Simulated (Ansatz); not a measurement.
## How fast states decay through Cs2IBr2F

Aim: relax a made-up compound, Cs2IBr2F, and see how good a tunnel barrier it would be. It is built by putting I for part of the F in the CsBrF structure of space group I4/mmm, with the volume rescaled by atomic radii. The parent structure comes from the Materials Project.

Program: Ansatz 0.2.0. Level of theory: PBEsol DFT, plane waves, PAW files, in the first sound run; inputs show where later runs differ. Results are calculated unless marked as measured.

The structure was built from a prototype and need not be the compound's stable phase.

## (1) Set-up

It takes space group I4mm (No. 107, tetragonal). The conventional cell has a = 4.491 Å, b = 4.491 Å, c = 20.787 Å, α = 90.00°, β = 90.00°, γ = 90.00°. Nearest to Cs lie 1 F at 3.05 Å and 4 I at 3.19 Å and 4 Br at 3.91 Å. Nearest to Cs lie 1 I at 3.05 Å and 4 F at 3.19 Å and 4 Br at 3.91 Å. Nearest to Br lie 1 Br at 2.49 Å and 1 I at 2.58 Å and 4 Cs at 3.91 Å. Nearest to Br lie 1 Br at 2.49 Å and 4 Cs at 3.91 Å. Nearest to F lie 1 Br at 2.58 Å and 5 Cs at 3.05 to 3.19 Å. I has 1 Br at 2.58 Å and 5 Cs at 3.05 to 3.19 Å nearest. It derives from CsBrF. I for part of the F in the CsBrF structure of space group I4/mmm. Farther neighbours and most contacts between anions are not listed.

Coordinates:

```cif
data_structure
_symmetry_space_group_name_H-M 'P 1'
_symmetry_Int_Tables_number 1
_cell_length_a 10.8675
_cell_length_b 10.8675
_cell_length_c 10.8675
_cell_angle_alpha 156.152
_cell_angle_beta 156.152
_cell_angle_gamma 33.979
_cell_volume 209.60
loop_
_atom_site_label
_atom_site_type_symbol
_atom_site_fract_x
_atom_site_fract_y
_atom_site_fract_z
_atom_site_occupancy
Cs1 Cs 0.66931 0.66931 0.00000 1
Cs2 Cs 0.33069 0.33069 0.00000 1
Br3 Br 0.05993 0.05993 0.00000 1
Br4 Br 0.94007 0.94007 0.00000 1
F5 F 0.81597 0.81597 0.00000 1
I6 I 0.18403 0.18403 0.00000 1
```

## (2) Relaxing the new crystal

The substituted atoms don't fit the parent's cell, so cell and atoms relax together. A small smearing keeps the run stable in case the gap closes on the way.

The input, input.yaml:

```yaml
crystal:
  lattice:
    - [-2.2453763075, 2.2453763075, 10.3932645856]
    - [2.2453763075, -2.2453763075, 10.3932645856]
    - [2.2453763075, 2.2453763075, -10.3932645856]
  atoms:
    - { symbol: Cs, position: [0.66931058, 0.66931058, 0.0] }
    - { symbol: Cs, position: [0.33068942, 0.33068942, 0.0] }
    - { symbol: Br, position: [0.05993317, 0.05993317, 0.0] }
    - { symbol: Br, position: [0.94006683, 0.94006683, 0.0] }
    - { symbol: F, position: [0.81597442, 0.81597442, 0.0] }
    - { symbol: I, position: [0.18402558, 0.18402558, 0.0] }
kpoints:
  mp_grid: { grid: [6, 6, 6] }
scf:
  occupations: { method: gaussian, width: 0.03 }
hamiltonian:
  xc: pbesol
output:
  forces: true
  stress: true
relax:
  f_tol: 0.02
  max_steps: 60
  cell: {}
```

Started as:

```
$ ansatz run input.yaml --threads 2 --pin off --max-ram 4096MiB --backend cpu --events-out ev --progress --plain --runs-dir out
```

Numbers of over 12 decimals in the logs are rounded to 6 here.

What it wrote:

```text
basis.fft_grid_basis auto: the FFT boxes are laid along the combinations [[1, 0, 1], [0, 1, 1], [0, 0, 1]] of the cell's own vectors, 4.491, 4.491 and 10.868 Å long. The dense box has 32×32×75 points. Along the cell's own vectors, as sized, it would have 75×75×75, 5.49 times as many. Of the 8 symmetry operations that the crystal satisfies within crystal.symmetry.tolerance (time reversal apart; of a slab, those that k [...]
Engine: ansatz 0.2.0, aarch64-unknown-linux-gnu
Pseudopotentials: kind: paw
Pseudopotential: Cs, paw, valence charge 9, recommended cutoff 420 eV (normal), Cs.paw.azcp
Pseudopotential: Br, paw, valence charge 7, recommended cutoff 420 eV (normal), Br.paw.azcp
Pseudopotential: F, paw, valence charge 7, recommended cutoff 420 eV (normal), F.paw.azcp
Pseudopotential: I, paw, valence charge 17, recommended cutoff 420 eV (normal), I.paw.azcp
Functional definition: PBEsol
  exchange = pbesol_x
  correlation = pbesol_c
Crystal: 6 atoms, lattice volume = 209.600 Å³
Basis set: ecut = 420 eV, 4099 PW (Γ), FFT grids on a1+a3, a2+a3, a3, exchange–correlation on 64×64×150 points (8 copies of the dense FFT grid, shifted against one another)
Bands: 34, of which v1, the nominal top of the filled ones, is band 28 counted from 1 (27 counted from 0)
Symmetry: 8 space group operations
Space group: I4mm (ITA 107), of the structure as read, at distance tolerance 5.9e-5 Å
k-points: 30 of 216 (time reversal used)
Non-local potential: Cs, projectors of the file, l = 0: 3, l = 1: 2, l = 2: 2, l = 3: 2
Non-local potential: Br, projectors of the file, l = 0: 2, l = 1: 2, l = 2: 2
Non-local potential: F, projectors of the file, l = 0: 2, l = 1: 2, l = 2: 1
Non-local potential: I, projectors of the file, l = 0: 2, l = 1: 2, l = 2: 2, l = 3: 2
PAW form: soft (Blöchl's): semilocal exchange-correlation on the pseudo side does not see the compensation charge
PAW frozen core: Cs, regenerated for the run's functional, and the local potential with it (the file was generated under x = pbe(κ = 0.804, μ = 0.219515), c = pbe(β = 0.066725))
PAW frozen core: Br, regenerated for the run's functional, and the local potential with it (the file was generated under x = pbe(κ = 0.804, μ = 0.219515), c = pbe(β = 0.066725))
PAW frozen core: F, regenerated for the run's functional, and the local potential with it (the file was generated under x = pbe(κ = 0.804, μ = 0.219515), c = pbe(β = 0.066725))
PAW frozen core: I, regenerated for the run's functional, and the local potential with it (the file was generated under x = pbe(κ = 0.804, μ = 0.219515), c = pbe(β = 0.066725))
PAW one-centre angular grid: Cs, 194 points (default); XC on 64 Gauss nodes
PAW one-centre angular grid: Br, 110 points (default); XC on 64 Gauss nodes
PAW one-centre angular grid: F, 110 points (default); XC on 64 Gauss nodes
PAW one-centre angular grid: I, 590 points (default); XC on 64 Gauss nodes
Initial density: superposition of atomic densities (neutral atoms: chi_scale 0, normalization atom), corrected by the library's trained network
Initial wavefunctions: pseudopotential atomic-orbital guess
Functional: x = pbesol(κ = 0.804, μ = 0.123457), c = pbesol(β = 0.046)
SCF iter   1: F=—  HF=-24881.055544 eV  |F-HF|=—  |Δ(HF+E_count)|=         —  Δρ=8.40e-3  dr2=1.85e-1  ethr=1.77e-3  ⟨swp⟩=10.3  Hψ=5785  notcnv=0  defer=6
preconditioner: auto → Resta (q_TF=auto, 2.190 Å⁻¹)  ε∞=3.5  [insulator: Δε(μ)=2.398 eV  Ē_g=10.202 eV  σ=0.030 eV  W_gap=1.00  n_scr=42 (ndim 8)  ℏωp=16.2 eV  f_vac=0.120  D(μ)=0.00/eV (n_scr^D=0)  ε∞_Penn≈3.5]
SCF iter   2: F=—  HF=-24881.026906 eV  |F-HF|=—  |Δ(HF+E_count)|=   2.86e-2  Δρ=5.29e-3  dr2=3.60e-2  ethr=3.30e-4  ⟨swp⟩=2.9  Hψ=2166  notcnv=0  defer=46
SCF iter   3: F=—  HF=-24881.019415 eV  |F-HF|=—  |Δ(HF+E_count)|=   7.49e-3  Δρ=9.84e-4  dr2=5.16e-3  ethr=6.43e-5  ⟨swp⟩=2.0  Hψ=1756  notcnv=0  defer=47
SCF iter   4: F=—  HF=-24881.018383 eV  |F-HF|=—  |Δ(HF+E_count)|=   1.03e-3  Δρ=3.57e-4  dr2=4.89e-4  ethr=9.21e-6  ⟨swp⟩=2.2  Hψ=1830  notcnv=0  defer=47
SCF iter   5: F=—  HF=-24881.018292 eV  |F-HF|=—  |Δ(HF+E_count)|=   9.12e-5  Δρ=9.43e-5  dr2=4.08e-5  ethr=8.73e-7  ⟨swp⟩=2.4  Hψ=1861  notcnv=0  defer=47
SCF iter   6: F=—  HF=-24881.018283 eV  |F-HF|=—  |Δ(HF+E_count)|=   8.84e-6  Δρ=3.06e-5  dr2=2.96e-6  ethr=7.29e-8  ⟨swp⟩=2.1  Hψ=1518  notcnv=0  defer=47
SCF iter   7: F=—  HF=-24881.018285 eV  |F-HF|=—  |Δ(HF+E_count)|=   1.82e-6  Δρ=1.07e-5  dr2=3.23e-7  ethr=5.28e-9  ⟨swp⟩=2.1  Hψ=1769  notcnv=0  defer=47
SCF iter   8: F=-24881.018286 eV  HF=-24881.018286 eV  |F-HF|=2.58e-9  |Δ(HF+E_count)|=   3.32e-7  Δρ=4.12e-6  dr2=6.24e-8  ethr=1.79e-10  ⟨swp⟩=5.0  Hψ=4069  notcnv=0
SCF 1 converged in 8 iterations: F = -24881.018286 eV  dr2 = 6.24e-8
  greatest PAW one-centre occupation: 1.000 electrons in one spin orbital (limit 2), on the I atom at site 5 (counted from 0), in its partial waves of l = 2
relax step   1: F+E_penalty+E_count = -24881.01828557 eV  Δ(F+E_penalty+E_count) = +0.000e0 eV  max|allowed force component| = 2.224e0 eV/Å  Δτ_max = 0.0000 Å  P = +6.550 GPa  Ω = 209.600 Å³  (8 SCF iters, dr2 threshold 1.00e-7 eV, accepted)
Crystal: 6 atoms, lattice volume = 221.674 Å³
Basis set: ecut = 420 eV, 4339 PW (Γ), FFT grids on a1+a3, a2+a3, a3, exchange–correlation on 64×64×150 points (8 copies of the dense FFT grid, shifted against one another)
Initial density: handed on by an earlier stage of this run
Initial wavefunctions: those handed on with the density
iter 1 solved again at ethr=9.52e-4 eV; its pass at ethr=3.10e-3 eV (dr2=5.33e-1 eV) is discarded
SCF iter   1: F=—  HF=-24882.050742 eV  |F-HF|=—  |Δ(HF+E_count)|=         —  Δρ=9.47e-3  dr2=5.46e-1  ethr=9.52e-4  ⟨swp⟩=1.6  Hψ=5965  notcnv=0
preconditioner: auto → Resta (q_TF=auto, 2.169 Å⁻¹)  ε∞=3.4  [insulator: Δε(μ)=2.135 eV  Ē_g=10.222 eV  σ=0.030 eV  W_gap=1.00  n_scr=42 (ndim 8)  ℏωp=15.8 eV  f_vac=0.131  D(μ)=0.00/eV (n_scr^D=0)  ε∞_Penn≈3.4]
SCF iter   2: F=—  HF=-24881.919030 eV  |F-HF|=—  |Δ(HF+E_count)|=   1.32e-1  Δρ=4.04e-3  dr2=4.73e-2  ethr=9.52e-4  ⟨swp⟩=3.9  Hψ=1968  notcnv=0
SCF iter   3: F=—  HF=-24881.903622 eV  |F-HF|=—  |Δ(HF+E_count)|=   1.54e-2  Δρ=1.45e-3  dr2=5.12e-3  ethr=8.45e-5  ⟨swp⟩=3.7  Hψ=2216  notcnv=0  defer=45
SCF iter   4: F=—  HF=-24881.903023 eV  |F-HF|=—  |Δ(HF+E_count)|=   5.98e-4  Δρ=1.09e-3  dr2=2.16e-3  ethr=9.15e-6  ⟨swp⟩=2.0  Hψ=1680  notcnv=0  defer=45
SCF iter   5: F=—  HF=-24881.902720 eV  |F-HF|=—  |Δ(HF+E_count)|=   3.03e-4  Δρ=2.86e-4  dr2=1.89e-4  ethr=3.85e-6  ⟨swp⟩=2.0  Hψ=1588  notcnv=0  defer=45
[...]
relax step  12: F+E_penalty+E_count = -24882.87955327 eV  Δ(F+E_penalty+E_count) = -8.861e-2 eV  max|allowed force component| = 1.014e-1 eV/Å  Δτ_max = 0.1959 Å  P = -0.080 GPa  Ω = 247.293 Å³  energy of the carried Pulay correction = -1.584e-2 eV  (8 SCF iters, dr2 threshold 6.00e-7 eV, accepted)
relax step  13: F+E_penalty+E_count = -24882.89299824 eV  Δ(F+E_penalty+E_count) = -1.344e-2 eV  max|allowed force component| = 7.174e-2 eV/Å  Δτ_max = 0.0710 Å  P = -0.018 GPa  Ω = 242.341 Å³  energy of the carried Pulay correction = -1.391e-2 eV  (7 SCF iters, dr2 threshold 6.00e-7 eV, accepted)
relax step  14: F+E_penalty+E_count = -24882.89432218 eV  Δ(F+E_penalty+E_count) = -1.324e-3 eV  max|allowed force component| = 4.982e-2 eV/Å  Δτ_max = 0.0580 Å  P = -0.042 GPa  Ω = 243.651 Å³  energy of the carried Pulay correction = -1.442e-2 eV  (7 SCF iters, dr2 threshold 3.22e-7 eV, accepted)
relax step  15: F+E_penalty+E_count = -24882.89366973 eV  Δ(F+E_penalty+E_count) = +6.525e-4 eV  max|allowed force component| = 9.584e-2 eV/Å  Δτ_max = 0.0270 Å  P = -0.005 GPa  Ω = 244.178 Å³  energy of the carried Pulay correction = -1.463e-2 eV  (8 SCF iters, dr2 threshold 1.55e-7 eV, rejected (line search))
relax step  16: F+E_penalty+E_count = -24882.89532865 eV  Δ(F+E_penalty+E_count) = -1.006e-3 eV  max|allowed force component| = 1.083e-2 eV/Å  Δτ_max = 0.0128 Å  P = -0.003 GPa  Ω = 243.052 Å³  energy of the carried Pulay correction = -1.419e-2 eV  (11 SCF iters, accepted)
relax step  17: F+E_penalty+E_count = -24882.93681904 eV  Δ(F+E_penalty+E_count) = -4.149e-2 eV  max|allowed force component| = 1.162e-2 eV/Å  Δτ_max = 0.0000 Å  P = +0.249 GPa  Ω = 243.052 Å³  stress off target by 4.20e-1 GPa  SCF on the basis re-selected at this cell (its energy is not comparable with the rows above)  (9 SCF iters)
relax step  18: F+E_penalty+E_count = -24882.94100937 eV  Δ(F+E_penalty+E_count) = -4.190e-3 eV  max|allowed force component| = 2.288e-2 eV/Å  Δτ_max = 0.0454 Å  P = +0.062 GPa  Ω = 247.414 Å³  energy of the carried Pulay correction = -1.719e-3 eV  (7 SCF iters, dr2 threshold 4.41e-7 eV, accepted)
relax step  19: F+E_penalty+E_count = -24882.94064159 eV  Δ(F+E_penalty+E_count) = +3.678e-4 eV  max|allowed force component| = 2.406e-2 eV/Å  Δτ_max = 0.0148 Å  P = -0.030 GPa  Ω = 249.021 Å³  energy of the carried Pulay correction = -2.444e-3 eV  (7 SCF iters, dr2 threshold 3.27e-8 eV, accepted)
relax step  20: F+E_penalty+E_count = -24882.94084467 eV  Δ(F+E_penalty+E_count) = -2.031e-4 eV  max|allowed force component| = 9.054e-3 eV/Å  Δτ_max = 0.0079 Å  P = +0.005 GPa  Ω = 248.885 Å³  energy of the carried Pulay correction = -2.374e-3 eV  (7 SCF iters, dr2 threshold 3.62e-8 eV, accepted)
Basis set: ecut = 420 eV, 4847 PW (Γ), FFT grids on a1+a3, a2+a3, a3, exchange–correlation on 64×64×180 points (8 copies of the dense FFT grid, shifted against one another)
iter 1 solved again at ethr=7.82e-7 eV; its pass at ethr=3.10e-3 eV (dr2=4.38e-4 eV) is discarded
SCF iter   1: F=—  HF=-24882.937608 eV  |F-HF|=—  |Δ(HF+E_count)|=         —  Δρ=2.29e-4  dr2=6.28e-6  ethr=7.82e-7  ⟨swp⟩=3.4  Hψ=9000  notcnv=0
preconditioner: auto → Resta (q_TF=auto, 2.128 Å⁻¹)  ε∞=3.1  [insulator: Δε(μ)=1.827 eV  Ē_g=10.282 eV  σ=0.030 eV  W_gap=1.00  n_scr=42 (ndim 8)  ℏωp=14.9 eV  f_vac=0.165  D(μ)=0.00/eV (n_scr^D=0)  ε∞_Penn≈3.1]
SCF iter   2: F=—  HF=-24882.941605 eV  |F-HF|=—  |Δ(HF+E_count)|=   4.00e-3  Δρ=1.15e-4  dr2=3.04e-6  ethr=1.12e-8  ⟨swp⟩=2.6  Hψ=2021  notcnv=0
SCF iter   3: F=—  HF=-24882.942924 eV  |F-HF|=—  |Δ(HF+E_count)|=   1.32e-3  Δρ=5.91e-5  dr2=1.04e-6  ethr=5.43e-9  ⟨swp⟩=2.0  Hψ=1793  notcnv=0
SCF iter   4: F=—  HF=-24882.943334 eV  |F-HF|=—  |Δ(HF+E_count)|=   4.10e-4  Δρ=1.15e-5  dr2=4.44e-8  ethr=1.85e-9  ⟨swp⟩=2.0  Hψ=1710  notcnv=0
SCF iter   5: F=—  HF=-24882.943352 eV  |F-HF|=—  |Δ(HF+E_count)|=   1.84e-5  Δρ=1.34e-6  dr2=8.32e-9  ethr=7.94e-11  ⟨swp⟩=2.0  Hψ=1661  notcnv=0
SCF iter   6: F=—  HF=-24882.943352 eV  |F-HF|=—  |Δ(HF+E_count)|=   1.16e-7  Δρ=4.60e-7  dr2=1.64e-9  ethr=1.49e-11  ⟨swp⟩=2.0  Hψ=1543  notcnv=0
SCF iter   7: F=—  HF=-24882.943352 eV  |F-HF|=—  |Δ(HF+E_count)|=   7.20e-9  Δρ=1.76e-7  dr2=1.96e-10  ethr=2.93e-12  ⟨swp⟩=2.0  Hψ=1542  notcnv=0
SCF iter   8: F=-24882.943352 eV  HF=-24882.943352 eV  |F-HF|=4.00e-11  |Δ(HF+E_count)|=  4.98e-10  Δρ=5.36e-8  dr2=1.14e-11  ethr=1.00e-12  ⟨swp⟩=5.0  Hψ=4188  notcnv=0
SCF 21 converged in 8 iterations: F = -24882.943352 eV  dr2 = 1.14e-11
relax step  21: F+E_penalty+E_count = -24882.94335237 eV  Δ(F+E_penalty+E_count) = -2.508e-3 eV  max|allowed force component| = 8.892e-3 eV/Å  Δτ_max = 0.0000 Å  P = +0.007 GPa  Ω = 248.885 Å³  stress off target by 2.33e-2 GPa  SCF on the basis re-selected at this cell (its energy is not comparable with the rows above)  (8 SCF iters)
basis re-selected at this cell: Δ(F+E_penalty+E_count) = -2.508e-3 eV, ΔP = +0.002 GPa vs the last step (what re-selecting the basis moved, of the pressure what is left beyond the Pulay correction that the steps carried, after the strain that the cell walked since its last selection, with what the two solves' SCF thresholds leave and, on support functions, any second-order correction that the steps lacked; it is no measure of the basis error at this ecutwfc). The dense FFT grid was sized anew with the basis: this SCF ran on 32×32×90 points, the steps before it on 32×32×81, so part of this shift can come from that change (see relax.cell in the input reference). [rest of the remark cut]
SCF converged after 8 iterations
Free energy (F): -24882.943352 eV
Harris-Foulkes:  -24882.943352 eV  (|F-HF|=4.00e-11)
Internal energy: -24882.943352 eV  (E = F + TS)
E sigma→0 (E₀):  -24882.943352 eV
Fermi energy:    3.205405 eV
--- Per-component energies (eV) ---
  E_band       = -629.349044
  E_kinetic    = 944.839242
  E_local      = -4514.102152  (includes V_loc(G=0)·N_el)
  E_nonlocal   = 188.961403
  E_hartree    = 1995.104603
  E_xc         = -1073.349966
  E_vxc        = -688.787015  (∫ρ·V_xc dr)
  E_paw        = -19303.557909  (= ΣΔE_a)
  E_vpaw       = -550.471527  (= ΣTr[D̂ρ^β])
  E_aug_tail   = 0.001980  (compensation charges beyond the density's cutoff)
  E_ewald      = -3121.767998
  E_core_change = 0.927445  (= ΣΔE_core)
  E_smearing   = -0.000000  (= −TS)
  E_closure    = -0.000000  (closes the sum)
  Σ components = -24882.943352   (vs F -24882.943352, Δ=0.00e0)
--- Forces (eV/Å), atoms counted from 1 ---
  atom   1  Cs     0.00000000    -0.00000000    -0.00052441
  atom   2  Cs    -0.00000000    -0.00000000    -0.00043809
  atom   3  Br     0.00000000    -0.00000000     0.00161277
  atom   4  Br    -0.00000000    -0.00000000     0.00312231
  atom   5  F     -0.00000000     0.00000000    -0.00889189
  atom   6  I      0.00000000    -0.00000000     0.00511941
  max |Σ_I F_I| component: 1.02e-7 eV/Å
--- Stress (GPa, compression-positive) ---
       -0.001461      -0.000000      -0.000000
       -0.000000      -0.001461      -0.000000
       -0.000000       0.000000       0.023265
  P = ⅓ Tr σ = 0.0068 GPa (0.068 kbar)
--- Relaxed structure (19 steps of the walk, 17 accepted, 2 SCFs on fresh bases) ---
  F+E_penalty+E_count = -24882.94335237 eV   max|allowed force component| = 8.892e-3 eV/Å   (the final SCF, on the basis selected at the relaxed cell)
  cell:  # Å, volume = 248.8850 Å³
    - [-2.304812, 2.304812, 11.712989]
    - [2.304812, -2.304812, 11.712989]
    - [2.304812, 2.304812, -11.712989]
  atoms:
    - { symbol: Cs, position: [0.618429, 0.618429, -7.42120775981086e-17] }
    - { symbol: Cs, position: [0.349645, 0.349645, 9.605087167570952e-19] }
    - { symbol: Br, position: [0.048260, 0.048260, -1.2718058083021357e-17] }
    - { symbol: Br, position: [0.942698, 0.942698, -4.100650312429795e-17] }
    - { symbol: F, position: [0.850112, 0.850112, -8.412923560174146e-18] }
    - { symbol: I, position: [0.190856, 0.190856, -2.6386152372636864e-18] }
```

Elapsed: 2.8 min, on 2 threads of Arm Neoverse V2, shared host; peak memory 0.58 GiB.

The steps of the relaxation:

| step | energy less that of the first step (eV) | largest force component (eV/Å) | pressure (GPa) | volume (Å³) |
| --- | --- | --- | --- | --- |
| 1 | 0.0000 | 2.2243 | 6.55 | 209.60 |
| 2 | -0.8845 | 0.9265 | 3.31 | 221.67 |
| 3 | -1.3341 | 0.4879 | 1.15 | 236.20 |
| 4 | -1.5127 | 0.4087 | -0.16 | 246.99 |
| 5 | -1.5511 | 0.3528 | -0.04 | 247.54 |
| 6 | -1.5150 | 1.0407 | 0.60 | 251.18 |
| 7 | -1.5924 | 0.2588 | -0.08 | 249.03 |
| 8 | -1.6200 | 0.1382 | 0.07 | 249.65 |
| 9 | -1.6481 | 0.1536 | 0.06 | 249.38 |
| 10 | -1.6771 | 0.4237 | 0.14 | 250.47 |
| 11 | -1.7727 | 0.2256 | -0.10 | 250.76 |
| 12 | -1.8613 | 0.1014 | -0.08 | 247.29 |
| 13 | -1.8747 | 0.0717 | -0.02 | 242.34 |
| 14 | -1.8760 | 0.0498 | -0.04 | 243.65 |
| 15 | -1.8754 | 0.0958 | -0.01 | 244.18 |
| 16 | -1.8770 | 0.0108 | 0.00 | 243.05 |
| 17* | -1.9185 | 0.0116 | 0.25 | 243.05 |
| 18 | -1.9227 | 0.0229 | 0.06 | 247.41 |
| 19 | -1.9224 | 0.0241 | -0.03 | 249.02 |
| 20 | -1.9226 | 0.0091 | 0.00 | 248.89 |
| 21* | -1.9251 | 0.0089 | 0.01 | 248.89 |

Relaxation steps marked * repeat the geometry before them on a plane-wave basis chosen anew for their cell, so energy and pressure can jump there. Relaxation steps 6, 15 were tried and not accepted.

The run keeps the 8 symmetry operations that it works with, so distortions that break them were not tested.

| cell as run | before | after | change |
| --- | --- | --- | --- |
| a (Å) | 10.868 | 12.158 | +11.9 % |
| b (Å) | 10.868 | 12.158 | +11.9 % |
| c (Å) | 10.868 | 12.158 | +11.9 % |
| α (°) | 156.15 | 158.14 | +1.3 % |
| β (°) | 156.15 | 158.14 | +1.3 % |
| γ (°) | 33.98 | 31.10 | -8.5 % |
| volume (Å³/atom) | 34.93 | 41.48 | +18.7 % |

The atoms that moved most (Å, as changes of fractional coordinates times the final cell):

| atom | dx | dy | dz | length |
| --- | --- | --- | --- | --- |
| Cs1 | 0.000 | 0.000 | -1.192 | 1.192 |
| F5 | 0.000 | 0.000 | 0.800 | 0.800 |
| Cs2 | 0.000 | 0.000 | 0.444 | 0.444 |
| Br3 | 0.000 | 0.000 | -0.273 | 0.273 |
| I6 | 0.000 | 0.000 | 0.160 | 0.160 |
| Br4 | 0.000 | 0.000 | 0.062 | 0.062 |

Numbers from this step:

```
free energy  : -24882.9434 eV
Fermi energy : 3.205 eV
pressure     : 0.006781 GPa
```

The largest force component on a free atom ends at 0.0089 eV/Å.

(Continued in part 2 of 3.)

[Logs are printed without paths, hosts, clocks, repeated set-up lines and the standing remarks that a program may print on its own settings, such as how far it seeks lower states.]

[Hosts, paths, dates, database ids (printed as entryN), source tags and the programs' standing remarks are cut or masked in the printed files.]
